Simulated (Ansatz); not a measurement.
# 1T-SrBrI monolayer in a perpendicular field, part 2 of 2

Wanted: the out-of-plane response of the 1T-SrBrI monolayer. A positive field points along +c.

Ansatz 0.2.0; plane-wave DFT, PBE-D3(BJ), Ansatz PAW.

So far. Step 2 (Relaxation): The lattice constant a goes from 4.390 to 4.623 Å.

## Step 3: Single point, field 0

A sawtooth potential applies the field, turning back in the middle of the vacuum. With the dipole correction the typed value is the field outside the slab. The induced dipole is small, so the SCF threshold is tight.

The cell differs from the one that the last finished run ended in (c 38.590 → 21.413 Å).

input.yaml

```yaml
crystal:
  lattice:
    - [4.6226147812, 0.0, 0.0]
    - [-2.3113073906, 4.0033018325, 0.0]
    - [0.0, 0.0, 21.4131146075]
  atoms:
    - { symbol: I, position: [0.6666666667, 0.3333333333, 0.4203031724] }
    - { symbol: Sr, position: [0.0, 0.0, 0.508549828] }
    - { symbol: Br, position: [0.3333333333, 0.6666666667, 0.5796968276] }
kpoints:
  mp_grid: { grid: [12, 12, 1] }
  band_path:
    path: [[0, 0, 0], [0.5, 0, 0], [0.33333333, 0.33333333, 0], [0, 0, 0]]
    npoints: 16
hamiltonian:
  xc: pbe
  dispersion: d3bj
scf:
  occupations: { method: fermi_dirac, width: 0.02585 }
  convergence: { dr2_threshold: 1.0e-10 }
efield:
  axis: 3
  dipole_correction: true
  ramp_position: 0.97
  ramp_width: 0.06
  amplitude: 0
output:
  dos: { projected: true, e_range: [-6, 5] }
  write_potential: true
  write_density: true
  volumetric_format: npy
  elf: true
```

On the command line:

```bash
ansatz run input.yaml --threads 2 --pin off --max-ram 3072MiB --backend cpu --events-out ev --progress --plain --runs-dir out
```

Numbers of over 12 decimals in the logs are rounded to 6 here.

Log:

```text
[...]
Crystal: 3 atoms, lattice volume = 396.265 Å³
Basis set: ecut = 420 eV, 7769 PW (Γ)
Bands: 21, of which v1, the nominal top of the filled ones, is band 17 counted from 1 (16 counted from 0)
Symmetry: 6 space group operations
[...]
k-points: 19 of 144 (time reversal used)
[...]
SCF iter   1: F=—  HF=-13846.580821 eV  |F-HF|=—  |Δ(HF+E_count)|=         —  Δρ=4.17e-4  dr2=2.01e-3  ethr=1.77e-3  p=0.044 e·Å  D=2.01e-2 V/Å  ΔV_dip=-0.43 eV  dr2_dipole=3.30e-4  V_vac-E_F(+/−)=4.36/4.79 eV  ⟨swp⟩=15.7  Hψ=3617  notcnv=0
efield: sawtooth ramp at fractional position 0.9700 (set: `efield.ramp_position`, or a place that a band, a saddle search or an elastic batch's reference lends), width 0.0600; the density the first Hamiltonian is built on has a dipole p = 0.044 e·Å; the dipole correction subtracts the counter field D = 2.01e-2 V/Å, which shifts the + side's vacuum level by -0.43 eV against the − side's; the planar-averaged density in the ramp window peaks in size at 6.1e-6 e/Å³
[...]
SCF iter   2: F=—  HF=-13846.584268 eV  |F-HF|=—  |Δ(HF+E_count)|=   3.45e-3  Δρ=3.45e-4  dr2=1.41e-3  ethr=5.90e-6  p=0.031 e·Å  D=1.43e-2 V/Å  ΔV_dip=-0.31 eV  dr2_dipole=1.40e-6  V_vac-E_F(+/−)=4.48/4.78 eV  ⟨swp⟩=3.4  Hψ=1126  notcnv=0
[...]
SCF iter   9: F=-13846.584397 eV  HF=-13846.584397 eV  |F-HF|=3.82e-11  |Δ(HF+E_count)|=  5.97e-10  Δρ=1.17e-7  dr2=4.32e-11  ethr=1.00e-12  p=0.031 e·Å  D=1.41e-2 V/Å  ΔV_dip=-0.30 eV  dr2_dipole=7.53e-13  V_vac-E_F(+/−)=4.47/4.77 eV  ⟨swp⟩=3.3  Hψ=1764  notcnv=0
SCF 1 converged in 9 iterations: F = -13846.584397 eV  dr2 = 4.32e-11
[...]
NSCF: frozen V_eff on 49 k-points
efield: sawtooth ramp at fractional position 0.9700 (kept from the solve that this one continues, or follows in the run), width 0.0600; the density the first Hamiltonian is built on has a dipole p = 0.031 e·Å; the dipole correction subtracts the counter field D = 1.41e-2 V/Å, which shifts the + side's vacuum level by -0.30 eV against the − side's; the planar-averaged density in the ramp window peaks in size at 2.3e-6 e/Å³
[...]
SCF converged after 9 iterations
Free energy (F): -13846.584397 eV
[...]
Internal energy: -13846.584397 eV  (E = F + TS)
E sigma→0 (E₀):  -13846.584397 eV
Fermi energy:    -1.578963 eV
Dipole field:    D = 0.014102 V/Å  (p = 0.030882 e·Å, saw-weighted, corrected)
Work function:   Φ+ = 4.4690 eV   Φ− = 4.7710 eV
Levels:          The Fermi level and band energies are counted from a zero that moves with the ramp; work functions are not
[...]
--- Band table (eV; the first three rows and the last of 19) ---
  k-point 0: bands = [... 13 lower, -5.1813, -4.2375, -3.7998, -3.7998, 0.7037, 1.5470, 1.5470, 1.7255]
  k-point 1: bands = [... 13 lower, -5.1795, -4.2213, -3.9081, -3.8275, 0.8574, 1.4295, 1.6297, 1.8282]
  k-point 2: bands = [... 13 lower, -5.1753, -4.2975, -4.0723, -3.8995, 1.0749, 1.4050, 1.8585, 1.9793]
  k-point 18: bands = [... 13 lower, -5.1991, -4.6620, -4.5671, -4.3183, 1.7469, 1.8395, 2.0981, 3.0952]
```

Wall time 13 s (2 threads of AMD EPYC 7R43, shared host); peak memory 0.68 GiB; 25 s of CPU time.

The column dr2 measures how far the density is from self-consistency, as an energy; F and HF (Harris–Foulkes) agree once it is small.

This step gave:

| Item | Value |
| --- | --- |
| dipole along the normal | 0.03088 e·Å |
| gap along the path | 4.442 eV |
| smallest direct gap along the path | 4.503 eV |
| step between the vacuum levels | -0.3020 eV |
| ionisation energy, upper face | 6.690 eV |
| electron affinity, upper face | 2.248 eV |
| ionisation energy, lower face | 6.992 eV |
| gap, the smaller of path and mesh | 4.442 eV |

Running mean over a fixed 2.5 Å (it still follows the layers) of the planar mean; the ramp of the sawtooth is left out. Electron's electrostatic potential energy less the Fermi level against z:

z (Å), electron's electrostatic potential energy less the Fermi level (eV) and a bar from the least value:
```
      3.0       4.77 ##############################
      3.5       4.77 ##############################
      4.0       4.77 ##############################
      4.5       4.77 ##############################
      5.0       4.77 ##############################
      5.5       4.76 ##############################
      6.0       4.74 ##############################
      6.5       4.62 ##############################
      7.0       4.13 ############################
      7.5       3.11 ##########################
      8.0       2.02 #######################
      8.5       0.71 ###################
      9.0      -0.59 ################
      9.5      -2.58 ###########
     10.0      -4.62 ######
     10.5      -5.48 ###
     11.0      -6.15 ##
     11.5      -6.82 
     12.0      -5.52 ###
     12.5      -2.73 ###########
     13.0      -0.85 ###############
     13.5       1.06 ####################
     14.0       3.08 ##########################
     14.5       4.16 ############################
     15.0       4.40 #############################
     15.5       4.46 #############################
     16.0       4.47 #############################
     16.5       4.47 #############################
     17.0       4.47 #############################
     17.5       4.47 #############################
     18.0       4.47 #############################
```

The density of states has structure finer than the step of the table below, so its rows give means over 0.25 eV, whole bins alone (the curve runs from -6 to 2.99 eV). Peaks (eV: height): -4.130: 8.78, -3.770: 25.0, -3.600: 72.2, -3.110: 24.3, -2.690: 14.6.

Density of states against energy, zero at the Fermi level of the run, which the smearing sets inside the gap; means over each step:

energy (eV), density of states (states/eV a cell) and a bar:
```
    -4.50        0.0 
    -4.25        4.0 ###########
    -4.00        3.5 #########
    -3.75       11.2 ##############################
    -3.50        9.9 ###########################
    -3.25        2.9 ########
    -3.00        5.1 ##############
    -2.75        7.7 #####################
    -2.50        7.4 ####################
    -2.25        1.5 ####
    -2.00        0.0 
    -1.75        0.0 
    -1.50        0.0 
    -1.25        0.0 
    -1.00        0.0 
    -0.75        0.0 
    -0.50        0.0 
    -0.25        0.0 
     0.00        0.0 
     0.25        0.0 
     0.50        0.0 
     0.75        0.0 
     1.00        0.0 
     1.25        0.0 
     1.50        0.0 
     1.75        0.0 
     2.00        0.0 
     2.25        1.1 ###
     2.50        2.9 ########
     2.75        3.1 ########
```

Projected DOS per atom over height of the atomic layer and energy from the Fermi level. Layers: I Sr Br from below.

Ten even steps from '_' (0.0 states/eV) to '@' (8.5 states/eV), each cell a mean:
```
______
______
______
______
______
______
______
______
______
______
______
______
______
##__..
==____
______
..__@@
____==
______
______
______
______
```
Columns: height of the atomic layer (Å) from 9 to 12.4 (not evenly spaced); rows upwards: energy from the Fermi level (eV) from -5.96 to 2.95.

The electronic bands at the labelled points (eV, zero at the Fermi level of the run, which the smearing sets inside the gap):

```
  point  band 14  band 15  band 16  band 17  band 18  band 19  band 20  band 21
      Γ    -3.60    -2.66    -2.22    -2.22     2.28     3.13     3.13     3.30
halfway    -3.59    -2.96    -2.54    -2.41     2.53     3.31     3.67     3.76
      M    -3.60    -3.17    -2.71    -2.56     2.22     4.02     4.20     4.52
halfway    -3.63    -3.13    -2.80    -2.70     2.62     3.80     4.02     4.71
      K    -3.62    -3.08    -2.99    -2.74     3.33     3.42     3.68     4.67
halfway    -3.62    -3.02    -2.56    -2.53     2.82     3.16     3.53     4.01
      Γ    -3.60    -2.66    -2.22    -2.22     2.28     3.13     3.13     3.30
```

ELF in the ca plane at fractional y = 0.000, with atoms of Sr within 0.2 Å of it. It is the smooth field of the valence electrons, not physical close to the nuclei.

Ten even steps from '0' (0.00) to '9' (0.85), each cell a mean:
```
00000000000000000000017964994000000000000000
00000000000000000001003899961000000000000000
00000000000000001244411266410122100000000000
00000000000000023577763000014664310000000000
00000000000000135788886300257876421000000000
00000000000000246888887410368887531000000000
00000000000000246788887310368887531000000000
00000000000000125688875100136775421000000000
00000000000000012456641122101343210000000000
00000000000000000122201699830010000000000000
00000000000000000000005998983000000000000000
00000000000000000000018931895000000000000000
```
Columns run along c (16.0 Å, from fractional 0.09 to 0.84 of the cell), rows up along a (4.6 Å). Atoms in or near the plane, at fractional coordinates: Sr at (0.51, 0.00).

Valence density in the ca plane at fractional y = 0.000, with atoms of Sr within 0.2 Å of it. It is the smooth field of the valence electrons, not physical close to the nuclei.

Ten steps, logarithmic in the rise over the least value, from '0' (0.0 e/Å³) to '9' (2.6 e/Å³), each cell a mean:
```
00000000000000113699998520000000000000000000
00000000000001112479986311000000000000000000
00000000000012222345654221100000000000000000
00000000000123333333333332210000000000000000
00000000000123444322223343210000000000000000
00000000000134454432223444321000000000000000
00000000000134444332223444321000000000000000
00000000000123444322223333210000000000000000
00000000000112333334443222110000000000000000
00000000000011222367875321100000000000000000
00000000000000112589997410000000000000000000
00000000000000013699998520000000000000000000
```
Columns run along c (16.0 Å, from fractional 0.17 to 0.92 of the cell), rows up along a (4.6 Å). Atoms in or near the plane, at fractional coordinates: Sr at (0.51, 0.00).

Electrostatic potential energy in the ca plane at fractional y = 0.000, with atoms of Sr within 0.2 Å of it. With pseudopotentials it is smooth inside the atoms' cores, unlike the true potential.

Values in eV, 7 rows by 16 columns, each cell a mean:
```
  3   3   3   3   3   3   2  -1 -22 -28  -6   1   3   3   3   3
  3   3   3   3   3   3   2   0  -8 -11  -2   2   3   3   3   3
  3   3   3   3   3   3   1   0   0  -1   0   2   3   3   3   3
  3   3   3   3   3   3   1  -1   1   1   0   2   3   3   3   3
  3   3   3   3   3   3   2   0  -1  -2   0   2   3   3   3   3
  3   3   3   3   3   3   2   0 -12 -17  -3   2   3   3   3   3
  3   3   3   3   3   3   2  -2 -24 -29  -7   1   3   3   3   3
```
Columns run along c (16.0 Å, from fractional 0.09 to 0.84 of the cell; values clipped at the 3rd and 97th percentile), rows up along a (4.6 Å). Atoms in or near the plane, at fractional coordinates: Sr at (0.51, 0.00).

The gap is 4.44 eV, with the valence edge 6.69 eV and the conduction edge 2.25 eV under the upper vacuum level. Spin-orbit coupling, left out in this run, matters for the bands of elements this heavy.

## Step 4: Single point, field 0.1 V/Å

Edit input.yaml of step 3 so:

```diff
@@ -25,5 +25,4 @@
   ramp_width: 0.06
-  amplitude: 0
+  amplitude: 0.1
 output:
-  dos: { projected: true, e_range: [-6, 5] }
   write_potential: true
@@ -31,2 +30 @@
   volumetric_format: npy
-  elf: true
```

Log:

```text
[...]
Crystal: 3 atoms, lattice volume = 396.265 Å³
Basis set: ecut = 420 eV, 7769 PW (Γ)
Bands: 21, of which v1, the nominal top of the filled ones, is band 17 counted from 1 (16 counted from 0)
Symmetry: 6 space group operations
[...]
k-points: 19 of 144 (time reversal used)
[...]
--- Band table (eV; the first three rows and the last of 19) ---
  k-point 0: bands = [... 13 lower, -5.1558, -4.2627, -3.8412, -3.8412, 0.7170, 1.5390, 1.5390, 1.7099]
  k-point 1: bands = [... 13 lower, -5.1536, -4.2476, -3.9488, -3.8694, 0.8750, 1.4191, 1.6218, 1.8171]
  k-point 2: bands = [... 13 lower, -5.1483, -4.3372, -4.1021, -3.9424, 1.0792, 1.4244, 1.8507, 1.9638]
  k-point 18: bands = [... 13 lower, -5.1902, -4.6831, -4.6034, -4.3675, 1.7417, 1.8392, 2.0857, 3.0676]
[key lines of the parts left out:]
SCF converged after 11 iterations
Free energy (F): -13846.589836 eV
Fermi energy:    -1.603955 eV
Dipole field:    D = 0.035573 V/Å  (p = 0.077902 e·Å, saw-weighted, corrected)
```

Elapsed: 13 s, on 2 threads; peak memory 0.64 GiB.

The dipole is 0.0779 e·Å, 0.0470 e·Å from its value without field, and the gap 4.475 eV.

## Step 5: Atoms held, field -0.1 V/Å

Edit input.yaml of step 4 so:

```diff
@@ -25,3 +25,3 @@
   ramp_width: 0.06
-  amplitude: 0.1
+  amplitude: -0.1
 output:
```

Log:

```text
[...]
Crystal: 3 atoms, lattice volume = 396.265 Å³
Basis set: ecut = 420 eV, 7769 PW (Γ)
Bands: 21, of which v1, the nominal top of the filled ones, is band 17 counted from 1 (16 counted from 0)
Symmetry: 6 space group operations
[...]
k-points: 19 of 144 (time reversal used)
[...]
--- Band table (eV; the first three rows and the last of 19) ---
  k-point 0: bands = [... 13 lower, -5.2082, -4.2114, -3.7588, -3.7588, 0.6802, 1.5540, 1.5540, 1.7333]
  k-point 1: bands = [... 13 lower, -5.2067, -4.1941, -3.8677, -3.7862, 0.8289, 1.4382, 1.6367, 1.8309]
  k-point 2: bands = [... 13 lower, -5.2036, -4.2581, -4.0419, -3.8572, 1.0622, 1.3788, 1.8653, 1.9876]
  k-point 18: bands = [... 13 lower, -5.2141, -4.6367, -4.5302, -4.2699, 1.7509, 1.8375, 2.1091, 3.1186]
[key lines of the parts left out:]
SCF converged after 10 iterations
Free energy (F): -13846.583660 eV
Fermi energy:    -1.555423 eV
Dipole field:    D = -0.007369 V/Å  (p = -0.016136 e·Å, saw-weighted, corrected)
```

Wall time 14 s (2 threads); peak memory 0.63 GiB.

The dipole is -0.0161 e·Å, -0.0470 e·Å from its value without field, and the gap 4.408 eV.

## Step 6: Response, atoms held

This step: plane-wave DFT, PBE-D3(BJ), Ansatz PAW; response to a field along the normal, atoms held (Ansatz 0.2.0).

The dipoles give the slope, and the difference of two potentials shows where the field is screened.

This step gave:

```yaml
equivalent_conductor_thickness_p_eps_0ae: 4.598 Å
distance_between_the_outer_atoms: 3.413 Å
```

The dipole of the cell by applied field:

```
applied field (V/Å)  dipole of the cell (e·Å)
            -0.1000                   -0.0161
             0.0000                    0.0309
             0.1000                    0.0779
```

Local field over the applied field, running mean. From the potentials at -0.1 and 0.1 V/Å; running mean over 2.5 Å. Local field over applied field against z:

z (Å), local field over applied field and a bar from the least value:
```
      4.5      0.999 ##############################
      5.0      0.996 ##############################
      5.5      0.988 ##############################
      6.0      0.965 #############################
      6.5      0.908 ###########################
      7.0      0.799 ######################
      7.5      0.648 #################
      8.0      0.482 ###########
      8.5      0.332 #####
      9.0      0.231 #
      9.5      0.202 
     10.0      0.221 #
     10.5      0.248 ##
     11.0      0.266 ##
     11.5      0.275 ###
     12.0      0.289 ###
     12.5      0.347 #####
     13.0      0.461 ##########
     13.5      0.604 ###############
     14.0      0.749 #####################
     14.5      0.873 #########################
     15.0      0.949 ############################
     15.5      0.982 #############################
     16.0      0.994 ##############################
     16.5      0.998 ##############################
     17.0      1.000 ##############################
```

Electrons, planar mean, per unit field. Induced electron density against z:

z (Å), induced electron density (e/Å³ per V/Å) and a bar from the least value:
```
      4.5    0.00000 ##############
      5.0    0.00002 ##############
      5.5    0.00005 ###############
      6.0    0.00016 ###############
      6.5    0.00046 #################
      7.0    0.00121 ####################
      7.5    0.00256 ###########################
      8.0    0.00322 ##############################
      8.5    0.00153 ######################
      9.0    0.00054 #################
      9.5   -0.00035 #############
     10.0   -0.00132 ########
     10.5   -0.00078 ###########
     11.0    0.00039 ################
     11.5    0.00086 ###################
     12.0    0.00001 ##############
     12.5   -0.00065 ###########
     13.0   -0.00218 ####
     13.5   -0.00298 
     14.0   -0.00170 ######
     14.5   -0.00069 ###########
     15.0   -0.00024 #############
     15.5   -0.00008 ##############
     16.0   -0.00002 ##############
     16.5   -0.00001 ##############
     17.0    0.00000 ##############
```

The smaller of the gaps on the path and on the k-mesh, counted as 0 under 0.03 eV; in a wide-gap layer a fall can come from a state in the tilted vacuum. Table of gap by applied field:

```
applied field (V/Å)  gap (eV)
            -0.1000      4.41
             0.0000      4.44
             0.1000      4.47
```

By hand: between -0.1 and 0.1 V/Å the dipole changes by 0.09404 e·Å, a slope of 0.4702 e·Å²/V. A perfect conductor of thickness t has p = ε₀AEt, so t = 180.95 × 0.4702 / 18.506 = 4.60 Å (e/ε₀ = 180.95 V·Å, A in Å²).

The induced dipole is that of a conductor 4.60 Å thick.

## Step 7: Results

| Property | Result |
| --- | --- |
| gap without field | 4.44 eV |
| ionisation energy, upper face | 6.69 eV |
| electron affinity, upper face | 2.25 eV |
| step between the vacuum levels | -0.302 eV |
| equivalent conductor thickness, atoms held | 4.60 Å |

**Reading.** The induced dipole equals that of a perfect conductor 4.60 Å thick, while the outer atoms lie 3.41 Å apart; an out-of-plane ε follows only once a thickness t is chosen, by 1 − 1/ε = 4.60 Å / t. The two faces differ: the vacuum level above lies 0.30 eV lower than the one below. The gap goes from 4.44 eV to 4.41 eV at -0.1 V/Å. Semilocal functionals give gaps that are too small, and excitons are not included. Spin-orbit coupling is left out, which matters for the bands of elements this heavy.

[Logs are printed without paths, hosts, clocks, repeated set-up lines and the standing remarks that a program may print on its own settings, such as how far it seeks lower states.]

[Hosts, paths, dates, database ids (printed as entryN), source tags and the programs' standing remarks are cut or masked in the printed files.]

[Maps of the electrostatic potential energy from Ansatz leave out the sawtooth potential of an applied field or a dipole correction, so their vacuum need not be flat; planar profiles and work functions include it.]

[The density of states shown here was stored with 400 of the rows of the run's finer table, so its peaks can read low, often by over a quarter, or be missed, and its means over a window can be off by a tenth or more.]
